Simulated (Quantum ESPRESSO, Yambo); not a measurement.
# Gap slopes of Diamond (Fd-3m, 2 atoms a cell) from G0W0 (hydrostatic strain), part 2 of 2

Aim: the gap of Diamond (Fd-3m, 2 atoms a cell) under hydrostatic strain, by PBE and G0W0.

Quantum ESPRESSO 7.5 and Yambo 5.3.0; PBE and many-body steps on it, plane waves. Known limits of the many-body steps: not at the basis limit; coarse k mesh.

So far. Step 6 (G0W0, strain -1 %): The gap on the mesh goes from 4.28 eV to 5.59 eV, a correction of +1.31 eV.

### Step 7. G0W0, strain +1 %

Level of this step: G0W0 on PBE, plane waves, norm-conserving pseudopotentials (Yambo).

The cell differs from the one that the last finished run ended in (a 2.497 → 2.547 Å, b 2.497 → 2.547 Å, c 2.497 → 2.547 Å).

gw3.in reads:

```
HF_and_locXC
gw0
dyson
ppa
em1d
rim_cut
RandQpts= 1000000
RandGvec= 1 RL
EXXRLvcs= 74 Ry
VXCRLvcs= 296 Ry
Chimod= "HARTREE"
% BndsRnXp
 1 | 51 |
%
NGsBlkXp= 113 RL
% LongDrXp
 1 | 1 | 1 |
%
% GbndRnge
 1 | 51 |
%
DysSolver= "n"
ExtendOut
PPAPntXp= 27.21138 eV
% QPkrange
 1 | 1 | 3 | 6 |
 10 | 10 | 3 | 6 |
%
```

On the command line:

```sh
OMP_NUM_THREADS=1 mpirun -n 4 yambo -F gw3.in -J gw3 -C gw3 > gw3.log
```

What it wrote:

```text
 Yambo, version 5.3.0

 [02] CORE Variables Setup
 =========================

  [... cell, symmetries and grids as in the set-up ...]

  [02.05] Energies & Occupations
  ==============================

  [X] === General ===
  [X] Electronic Temperature                        :  0.000000  0.000000 [eV K]
  [X] Bosonic    Temperature                        :  0.000000  0.000000 [eV K]
  [X] Finite Temperature mode                       : no
  [X] El. density                                   :  0.68450E+24 [cm-3]
[...]
QP @ state[ 1 ] b range                          :   3   6
   QP @ state[ 2 ] K range                          :  10  10
   QP @ state[ 2 ] b range                          :   3   6
   GF energies kind                                 : Perdew, Burke & Ernzerhof(X)+Perdew, Burke & Ernzerhof(C)
   GF WF`s kind                                     : Perdew, Burke & Ernzerhof(X)+Perdew, Burke & Ernzerhof(C)
   Xs energies kind                                 : Perdew, Burke & Ernzerhof(X)+Perdew, Burke & Ernzerhof(C)
   Xs WF`s kind                                     : Perdew, Burke & Ernzerhof(X)+Perdew, Burke & Ernzerhof(C)

 [11] Game Over & Game summary
```

Run time: 24 s. Hardware: 4 MPI ranks of Arm Neoverse V1, shared host; peak memory 1.1 GiB.

This step gave:

| Property | Result |
| --- | --- |
| G0W0 gap on the points computed | 5.425 eV |
| starting gap on the mesh | 4.136 eV |
| k of the valence top | 0, 0, 0 |
| k of the conduction bottom | 0, 0.3333, 0.3333 |
| least direct G0W0 gap on the computed points | 7.289 eV |

The gap on the mesh goes from 4.14 eV to 5.42 eV, a correction of +1.29 eV.

Again on this cell's own states.

### Step 8. G0W0, strain -2 %

The cell differs from the one that the last finished run ended in (a 2.547 → 2.472 Å, b 2.547 → 2.472 Å, c 2.547 → 2.472 Å).

gw4.in is the same as gw3.in of step 7.

On the command line:

```sh
OMP_NUM_THREADS=1 mpirun -n 4 yambo -F gw4.in -J gw4 -C gw4 > gw4.log
```

What it wrote:

```text
 Yambo, version 5.3.0

 [02] CORE Variables Setup
 =========================

  [... cell, symmetries and grids as in the set-up ...]

  [02.05] Energies & Occupations
  ==============================

  [X] === General ===
  [X] Electronic Temperature                        :  0.000000  0.000000 [eV K]
  [X] Bosonic    Temperature                        :  0.000000  0.000000 [eV K]
  [X] Finite Temperature mode                       : no
  [X] El. density                                   :  0.74930E+24 [cm-3]
[...]
QP @ state[ 1 ] b range                          :   3   6
   QP @ state[ 2 ] K range                          :  10  10
   QP @ state[ 2 ] b range                          :   3   6
   GF energies kind                                 : Perdew, Burke & Ernzerhof(X)+Perdew, Burke & Ernzerhof(C)
   GF WF`s kind                                     : Perdew, Burke & Ernzerhof(X)+Perdew, Burke & Ernzerhof(C)
   Xs energies kind                                 : Perdew, Burke & Ernzerhof(X)+Perdew, Burke & Ernzerhof(C)
   Xs WF`s kind                                     : Perdew, Burke & Ernzerhof(X)+Perdew, Burke & Ernzerhof(C)

 [11] Game Over & Game summary
```

Wall time 26 s (4 MPI ranks); peak memory 1.1 GiB.

Numbers from this step:

```
G0W0 gap on the points computed              : 5.675 eV
starting gap on the mesh                     : 4.351 eV
k of the valence top                         : 0, 0, 0
k of the conduction bottom                   : 0, 0.3333, 0.3333
least direct G0W0 gap on the computed points : 7.600 eV
```

The gap on the mesh goes from 4.35 eV to 5.67 eV, a correction of +1.32 eV.

Again on this cell's own states.

### Step 9. G0W0, strain +2 %

The cell differs from the one that the last finished run ended in (a 2.472 → 2.573 Å, b 2.472 → 2.573 Å, c 2.472 → 2.573 Å).

gw5.in is the same as gw4.in of step 8.

On the command line:

```sh
OMP_NUM_THREADS=1 mpirun -n 4 yambo -F gw5.in -J gw5 -C gw5 > gw5.log
```

What it wrote:

```text
 Yambo, version 5.3.0

 [02] CORE Variables Setup
 =========================

  [... cell, symmetries and grids as in the set-up ...]

  [02.05] Energies & Occupations
  ==============================

  [X] === General ===
  [X] Electronic Temperature                        :  0.000000  0.000000 [eV K]
  [X] Bosonic    Temperature                        :  0.000000  0.000000 [eV K]
  [X] Finite Temperature mode                       : no
  [X] El. density                                   :  0.66456E+24 [cm-3]
[...]
QP @ state[ 1 ] b range                          :   3   6
   QP @ state[ 2 ] K range                          :  10  10
   QP @ state[ 2 ] b range                          :   3   6
   GF energies kind                                 : Perdew, Burke & Ernzerhof(X)+Perdew, Burke & Ernzerhof(C)
   GF WF`s kind                                     : Perdew, Burke & Ernzerhof(X)+Perdew, Burke & Ernzerhof(C)
   Xs energies kind                                 : Perdew, Burke & Ernzerhof(X)+Perdew, Burke & Ernzerhof(C)
   Xs WF`s kind                                     : Perdew, Burke & Ernzerhof(X)+Perdew, Burke & Ernzerhof(C)

 [11] Game Over & Game summary
```

Elapsed: 24 s, on 4 MPI ranks; peak memory 1.1 GiB.

Numbers from this step:

```
G0W0 gap on the points computed              : 5.339 eV
starting gap on the mesh                     : 4.067 eV
k of the valence top                         : 0, 0, 0
k of the conduction bottom                   : 0, 0.3333, 0.3333
least direct G0W0 gap on the computed points : 7.181 eV
```

The gap on the mesh goes from 4.07 eV to 5.34 eV, a correction of +1.27 eV.

Again on this cell's own states.

### Step 10. The series

One mesh (6×6×6), Godby-Needs plasmon pole, 51 bands in every cell; hydrostatic strain per length. Fractional positions are the same in all cells.

| strain (%) | PBE gap (eV) | G0W0 gap (eV) | least direct G0W0 gap (eV) | G0W0 edges |
| --- | --- | --- | --- | --- |
| -2 | 4.351 | 5.675 | 7.600 | Γ to (0.000, 0.333, 0.333) |
| -1 | 4.277 | 5.590 | 7.494 | Γ to (0.000, 0.333, 0.333) |
| +0 | 4.207 | 5.507 | 7.392 | Γ to (0.000, 0.333, 0.333) |
| +1 | 4.136 | 5.425 | 7.289 | Γ to (0.000, 0.333, 0.333) |
| +2 | 4.067 | 5.339 | 7.181 | Γ to (0.000, 0.333, 0.333) |

### Step 11. What came out

- slope under compression: −72 (PBE) and −84 (G0W0) meV per %
- slope under tension: −70 (PBE) and −84 (G0W0) meV per %
- GW settings, unstrained cell: 6×6×6 mesh, 51 bands
- known limits: not at the basis limit; coarse k mesh

What this shows: On the side of compression the slopes of gap against strain are −72 (PBE) and −84 (G0W0) meV per %. On the side of tension the slopes of gap against strain are −70 (PBE) and −84 (G0W0) meV per %. One line through all points gives volume deformation potentials of -2.36 eV (PBE) and -2.79 eV (G0W0). Gaps are read on the mesh, so a valley between its points is missed. Bands and cutoff are finite, so the gap is not at the basis limit. The miss can reach some tenths of an eV and take either sign; the mesh is an error of its own. In the G0W0 run levels were corrected at 2 k points alone, so a gap called «on the mesh» is the least over those, and an edge elsewhere would be missed. The 6×6×6 mesh is coarse for this cell, which bears on the long-range parts of exchange and screening.

[Paths, hosts, dates, memory and timing lines, banners, echoed tables and standing remarks are left out of the program output.]

[Logs are printed without paths, hosts, clocks, repeated set-up lines and the standing remarks that a program may print on its own settings, such as how far it seeks lower states.]

[Runs of the session that timed out or met a known fault of the program may be left out.]

[Hosts, paths, dates, database ids (printed as entryN), source tags and the programs' standing remarks are cut or masked in the printed files.]
